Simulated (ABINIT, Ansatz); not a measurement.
# NaAsF6 (Fm-3m): one start, several treatments of the self-energy, part 2 of 2

Aim: compare treatments of exchange, screening and correlation for the gap of NaAsF6 (Fm-3m).

ABINIT 10.8.3; LDA and many-body steps on it, plane waves. Known limits of the many-body steps: not at the basis limit; exchange with frozen shells missing; no spin-orbit coupling; coarse k mesh.

So far. Step 5 (G0W0, Hybertsen-Louie plasmon pole): Against G0W0 in ABINIT (2×2×2 mesh, 116 bands, screening to 114.3 eV, Godby-Needs plasmon pole), the gap moves by +0.790 eV. Step 6 (G0W0, von der Linden-Horsch plasmon pole): Against G0W0 in ABINIT (2×2×2 mesh, 116 bands, screening to 114.3 eV, Godby-Needs plasmon pole), the gap moves by +0.390 eV.

## 7. One-shot COHSEX

This step: one-shot COHSEX on LDA, plane waves, norm-conserving pseudopotentials.

run.abi reads:

```
acell 3*1.0 Angstrom
rprim 
  -0.000000000000 3.983049320000 3.983049320000
  3.983049320000 -0.000000000000 3.983049320000
  3.983049320000 3.983049320000 0.000000000000
ntypat 3
znucl 11 33 9
natom 8
typat 1 2 3 3 3 3 3 3
xred 
  0.500000000000 0.500000000000 0.500000000000
  0.000000000000 0.000000000000 0.000000000000
  0.781629880000 0.781629880000 0.218370120000
  0.218370120000 0.781629880000 0.218370120000
  0.781629880000 0.218370120000 0.218370120000
  0.218370120000 0.218370120000 0.781629880000
  0.781629880000 0.218370120000 0.781629880000
  0.218370120000 0.781629880000 0.781629880000
pp_dirpath "pseudos"
pseudos "Na.upf, As.upf, F.upf"
ecut 38
ngkpt 2 2 2
nshiftk 1
shiftk 0 0 0
kptopt 1
chksymbreak 0
istwfk *1
occopt 1
irdwfk 1
optdriver 4
nband 116
gwcalctyp 7
ecutsigx 38
symsigma 1
nkptgw 1
kptgw 
  0.0000000000 0.0000000000 0.0000000000
bdgw 
  31 35
ecuteps 4.2
irdscr 1
indata_prefix "in"
outdata_prefix "out"
tmpdata_prefix "tmp"
```

Run with:

```sh
$ OMP_NUM_THREADS=1 mpirun -n 4 abinit run.abi > log
```

Numbers of over 12 decimals in the logs are rounded to 6 here.

What it wrote:

```text
.Version 10.8.3 of ABINIT. v10.8.2 released Aug 2026.

 Symmetries : space group Fm -3 m (#225); Bravais cF (face-center cubic)
[... echo of the input left out ...]
== DATASET  1 ==================================================================
-   mpi_nproc: 4, omp_nthreads: 1 (-1 if OMP is not activated)

--- !DatasetInfo
iteration_state: {dtset: 1, }
dimensions: {natom: 8, nkpt: 3, mband: 116, nsppol: 1, nspinor: 1, nspden: 1, mpw: 9577, }
cutoff_energies: {ecut:  38.0, pawecutdg:  -1.0, }
[...]
33  -3.964 -23.072 -30.801   3.562   1.000   0.000 -27.239  -4.167  -8.131
       34   1.322 -18.169 -13.133  -2.750   1.000   0.000 -15.882   2.286   3.608
       35   5.312  -9.938  -5.419  -2.608   1.000   0.000  -8.028   1.910   7.222

== END DATASET(S) ==============================================================
================================================================================

 -outvars: echo values of variables after computation  --------
           etotal      0.0000000000E+00
            nband         116
             nkpt           3
          spgroup         225
 [... the other variables as echoed above ...]

 Calculation completed.
```

Wall time 3.4 s (4 MPI ranks of Arm Neoverse V2, shared host); peak memory 1.2 GiB; 13 s of CPU time.

Numbers from this step:

* quasiparticle gap on the points computed: 11.74 eV
* starting gap on the mesh: 5.286 eV
* k of the valence top: 0, 0, 0
* k of the conduction bottom: 0, 0, 0
* least direct quasiparticle gap on the computed points: 11.74 eV

Against G0W0 in ABINIT (2×2×2 mesh, 116 bands, screening to 114.3 eV, Godby-Needs plasmon pole), the gap moves by +1.200 eV.

## 8. One-shot Hartree-Fock

This step: one-shot Hartree-Fock on LDA, plane waves, norm-conserving pseudopotentials.

run.abi, as its differences from that of step 7:

```diff
@@ -30,4 +30,4 @@
 optdriver 4
-nband 116
-gwcalctyp 7
+nband 37
+gwcalctyp 5
 ecutsigx 38
@@ -39,4 +39,4 @@
   31 35
-ecuteps 4.2
-irdscr 1
+ixc_sigma 40
+fftgw 31
 indata_prefix "in"
```

What it wrote:

```text
.Version 10.8.3 of ABINIT. v10.8.2 released Aug 2026.

 Symmetries : space group Fm -3 m (#225); Bravais cF (face-center cubic)
[... echo of the input left out ...]
== DATASET  1 ==================================================================
-   mpi_nproc: 4, omp_nthreads: 1 (-1 if OMP is not activated)

--- !DatasetInfo
iteration_state: {dtset: 1, }
dimensions: {natom: 8, nkpt: 3, mband: 37, nsppol: 1, nspinor: 1, nspden: 1, mpw: 9577, }
cutoff_energies: {ecut:  38.0, pawecutdg:  -1.0, }
[...]
33  -3.964 -23.072 -30.801   0.000   1.000   0.000 -30.801  -7.729 -11.693
       34   1.322 -18.169 -13.133   0.000   1.000   0.000 -13.133   5.036   6.358
       35   5.312  -9.938  -5.419   0.000   1.000   0.000  -5.419   4.519   9.831

== END DATASET(S) ==============================================================
================================================================================

 -outvars: echo values of variables after computation  --------
           etotal      0.0000000000E+00
            nband          37
             nkpt           3
          spgroup         225
 [... the other variables as echoed above ...]

 Calculation completed.
```

The job ended after 3.2 s (4 MPI ranks; peak memory 1.1 GiB).

This step gave:

| Item | Value |
| --- | --- |
| quasiparticle gap on the points computed | 18.05 eV |
| starting gap on the mesh | 5.286 eV |
| k of the valence top | 0, 0, 0 |
| k of the conduction bottom | 0, 0, 0 |
| least direct quasiparticle gap on the computed points | 18.05 eV |

Against G0W0 in ABINIT (2×2×2 mesh, 116 bands, screening to 114.3 eV, Godby-Needs plasmon pole), the gap moves by +7.512 eV.

## 9. Screening, 2×2×2 mesh, 116 bands, screening to 114.3 eV

This step: RPA screening on LDA, plane waves, norm-conserving pseudopotentials.

run.abi, as its differences from that of step 8:

```diff
@@ -29,14 +29,14 @@
 irdwfk 1
-optdriver 4
-nband 37
-gwcalctyp 5
-ecutsigx 38
-symsigma 1
-nkptgw 1
-kptgw 
-  0.0000000000 0.0000000000 0.0000000000
-bdgw 
-  31 35
-ixc_sigma 40
-fftgw 31
+optdriver 3
+nband 116
+ecuteps 4.2
+inclvkb 2
+awtr 1
+symchi 1
+gwcalctyp 2
+nfreqre 16
+freqremax 40 eV
+nfreqim 8
+spmeth 1
+nomegasf 120
 indata_prefix "in"
```

What it wrote:

```text
.Version 10.8.3 of ABINIT. v10.8.2 released Aug 2026.

 Symmetries : space group Fm -3 m (#225); Bravais cF (face-center cubic)
[... echo of the input left out ...]
== DATASET  1 ==================================================================
-   mpi_nproc: 4, omp_nthreads: 1 (-1 if OMP is not activated)

--- !DatasetInfo
iteration_state: {dtset: 1, }
dimensions: {natom: 8, nkpt: 3, mband: 116, nsppol: 1, nspinor: 1, nspden: 1, mpw: 9577, }
cutoff_energies: {ecut:  38.0, pawecutdg:  -1.0, }
electrons: {nelect:   6.60000000E+01, charge:   0.00000000E+00, occopt:   1.00000000E+00, tsmear:   1.00000000E-02, }

 SCREENING: Calculation of the susceptibility and dielectric matrices

 Based on a program developped by R.W. Godby, V. Olevano, G. Onida, and L. Reining.
 Incorporated in ABINIT by V. Olevano, G.-M. Rignanese, and M. Torrent.
.Using double precision arithmetic ; gwpc =  8

[... cell and pseudopotentials left out ...]
--------------------------------------------------------------------------------

 ==== K-mesh for the wavefunctions ====
 Number of points in the irreducible wedge :     3
[... list of points left out ...]
 Together with 48 symmetry operations and time-reversal symmetry
 yields     8 points in the full Brillouin Zone.

 ==== Q-mesh for the screening function ====
 Number of points in the irreducible wedge :     3
[... list of points left out ...]
 Together with 48 symmetry operations and time-reversal symmetry
 yields     8 points in the full Brillouin Zone.

 setmesh: FFT mesh size selected  =    40x   40x   40
          total number of points  =        64000

 vcoul_init : cutoff-mode = AUXILIARY_FUNCTION
 q-points for optical limit:   1
     1)      0.000010    0.000020    0.000030

- screening: taking advantage of time-reversal symmetry
- Maximum band index for partially occupied states nbvw = 33
- Remaining bands to be divided among processors   nbcw = 83
- Number of bands treated by each node ~20

 Number of electrons calculated from density =   66.0000; Expected =   66.0000
 average of density, n =  0.077387
 r_s =    1.4557
 omega_plasma =   26.8343 [eV]

 calculating chi0 at frequencies [eV] :
  1    0.000000E+00    0.000000E+00
  2    2.666667E+00    0.000000E+00
  3    5.333333E+00    0.000000E+00
[...]
23    0.000000E+00    6.834237E+01
 24    0.000000E+00    9.622679E+01

--------------------------------------------------------------------------------
  q-point number  1        q = ( 0.000000, 0.000000, 0.000000) [r.l.u.]
--------------------------------------------------------------------------------
[... chi0 elements left out ...]
  [... further frequencies ...]

 No. of calculated frequencies >  15, stop printing
 For q-point:  0.000010 0.000020 0.000030
  dielectric constant =   1.7346
  dielectric constant without local fields =   1.9159

  Average fulfillment of the sum rule on Im[epsilon] for q-point    1 :     32.28  [%]
[... wings left out ...]
  q-point number  2        q = ( 0.500000, 0.000000, 0.000000) [r.l.u.]
--------------------------------------------------------------------------------
[... chi0 elements left out ...]
  [... further frequencies ...]

 No. of calculated frequencies >  15, stop printing
  Average fulfillment of the sum rule on Im[epsilon] for q-point    2 :     37.35  [%]

 [... 1 further q-points ...]
```

It took 29 s on 4 MPI ranks; peak memory 2.2 GiB.

This step gave:

```yaml
eps_infinity_with_local_fields_on_this_mesh_along_the_program_s_q_direction: 1.735
the_same_without_local_fields: 1.916
plasma_frequency: 26.83 eV
plane_waves_in_the_screening_matrix: 339
```

## 10. G0W0, contour deformation

This step: G0W0 on LDA, plane waves, norm-conserving pseudopotentials.

run.abi, as its differences from that of step 9:

```diff
@@ -29,14 +29,14 @@
 irdwfk 1
-optdriver 3
+optdriver 4
 nband 116
+gwcalctyp 2
+ecutsigx 38
+symsigma 1
+nkptgw 1
+kptgw 
+  0.0000000000 0.0000000000 0.0000000000
+bdgw 
+  31 35
 ecuteps 4.2
-inclvkb 2
-awtr 1
-symchi 1
-gwcalctyp 2
-nfreqre 16
-freqremax 40 eV
-nfreqim 8
-spmeth 1
-nomegasf 120
+irdscr 1
 indata_prefix "in"
```

What it wrote:

```text
.Version 10.8.3 of ABINIT. v10.8.2 released Aug 2026.

 Symmetries : space group Fm -3 m (#225); Bravais cF (face-center cubic)
[... echo of the input left out ...]
== DATASET  1 ==================================================================
-   mpi_nproc: 4, omp_nthreads: 1 (-1 if OMP is not activated)

--- !DatasetInfo
iteration_state: {dtset: 1, }
dimensions: {natom: 8, nkpt: 3, mband: 116, nsppol: 1, nspinor: 1, nspden: 1, mpw: 9577, }
cutoff_energies: {ecut:  38.0, pawecutdg:  -1.0, }
[...]
32  -3.964 -23.072 -30.801   5.021   0.813  -0.230 -25.274  -2.202  -6.166
[...]
35   5.312  -9.938  -5.419  -1.937   0.904  -0.106  -7.603   2.335   7.647
       35   0.000   0.000   0.000  -0.001   0.000   0.000  -0.001  -0.001  -0.001

== END DATASET(S) ==============================================================
================================================================================

 -outvars: echo values of variables after computation  --------
           etotal      0.0000000000E+00
            nband         116
             nkpt           3
          spgroup         225
 [... the other variables as echoed above ...]

 Calculation completed.
```

Elapsed: 4.7 s, on 4 MPI ranks; peak memory 1.3 GiB; 18 s of CPU time.

This step gave:

| Property | Result |
| --- | --- |
| G0W0 gap on the points computed | 10.50 eV |
| starting gap on the mesh | 5.286 eV |
| k of the valence top | 0, 0, 0 |
| k of the conduction bottom | 0, 0, 0 |
| least direct G0W0 gap on the computed points | 10.50 eV |

Against G0W0 in ABINIT (2×2×2 mesh, 116 bands, screening to 114.3 eV, Godby-Needs plasmon pole), the gap moves by −0.037 eV.

## 11. The runs together

Times are wall times on 4 MPI ranks of Arm Neoverse V2, shared host, good to a factor of about two. A run's time includes the screening step that it read.

```tsv
run	mesh	bands	screening cutoff (eV)	DFT gap (eV)	gap on the mesh (eV)	direct (eV)	ε∞ used	time
G0W0, Godby-Needs plasmon pole	2×2×2	116	114.3	5.286	10.539	10.539	1.73	28 s
G0W0, Hybertsen-Louie plasmon pole	2×2×2	116	114.3	5.286	11.329	11.329	1.73	28 s
G0W0, von der Linden-Horsch plasmon pole	2×2×2	116	114.3	5.286	10.929	10.929	1.73	27 s
one-shot COHSEX	2×2×2	116	114.3	5.286	11.739	11.739	1.73	26 s
one-shot Hartree-Fock	2×2×2	-	-	5.286	18.051	18.051	-	3.2 s
G0W0, contour deformation	2×2×2	116	114.3	5.286	10.502	10.502	1.73	33 s
```

## 12. What came out

* G0W0, Godby-Needs plasmon pole: 10.539 eV
* G0W0, Hybertsen-Louie plasmon pole: 11.329 eV
* G0W0, von der Linden-Horsch plasmon pole: 10.929 eV
* one-shot COHSEX: 11.739 eV
* one-shot Hartree-Fock: 18.051 eV
* G0W0, contour deformation: 10.502 eV
* known limits: not at the basis limit; exchange with frozen shells missing; no spin-orbit coupling; coarse k mesh

**Reading.** G0W0, Hybertsen-Louie plasmon pole: +0.790 eV against G0W0, Godby-Needs plasmon pole. G0W0, von der Linden-Horsch plasmon pole: +0.390 eV against G0W0, Godby-Needs plasmon pole. One-shot COHSEX: +1.200 eV against G0W0, Godby-Needs plasmon pole. One-shot Hartree-Fock: +7.512 eV against G0W0, Godby-Needs plasmon pole. G0W0, contour deformation: −0.037 eV against G0W0, Godby-Needs plasmon pole. Bare exchange alone opens the gap to 18.05 eV; against G0W0, correlation takes back 7.51 eV. Static COHSEX lies above G0W0: it lacks the factor Z and overstates the Coulomb hole of the filled states. Bands and cutoff are finite, so the gap is not at the basis limit. The miss can reach some tenths of an eV and take either sign; the mesh is an error of its own. In the first G0W0 run levels were corrected at 1 k point alone, so a gap called «on the mesh» is the least over those, and an edge elsewhere would be missed. The 2×2×2 mesh is coarse for this cell, which bears on the long-range parts of exchange and screening. The norm-conserving file of at least one element keeps a d shell over frozen s and p shells of the same row. Exchange with those shells is missing from the self-energy, an error of 0.3 to 0.9 eV in cases checked, whose sign depends on which edge lies on those atoms. The many-body steps are scalar-relativistic: spin-orbit coupling is not in them.

[Paths, hosts, dates, memory and timing lines, banners, echoed tables and standing remarks are left out of the program output.]

[Logs are printed without paths, hosts, clocks, repeated set-up lines and the standing remarks that a program may print on its own settings, such as how far it seeks lower states.]

[Runs of the session that timed out or met a known fault of the program may be left out.]

[No measured gap is set beside runs whose start may be inverted or whose files or cutoffs have a known fault.]

[Hosts, paths, dates, database ids (printed as entryN), source tags and the programs' standing remarks are cut or masked in the printed files.]

[G0W0 gaps are taken among the corrected bands and points alone; a level outside them can change the order at an edge.]

[Where Ansatz stands beside ABINIT at settings called matched, ABINIT's density can come from a denser mesh and the files from another edition; pairs whose starting gaps differed by over 0.03 eV were left out, so agreement reads better than it is.]
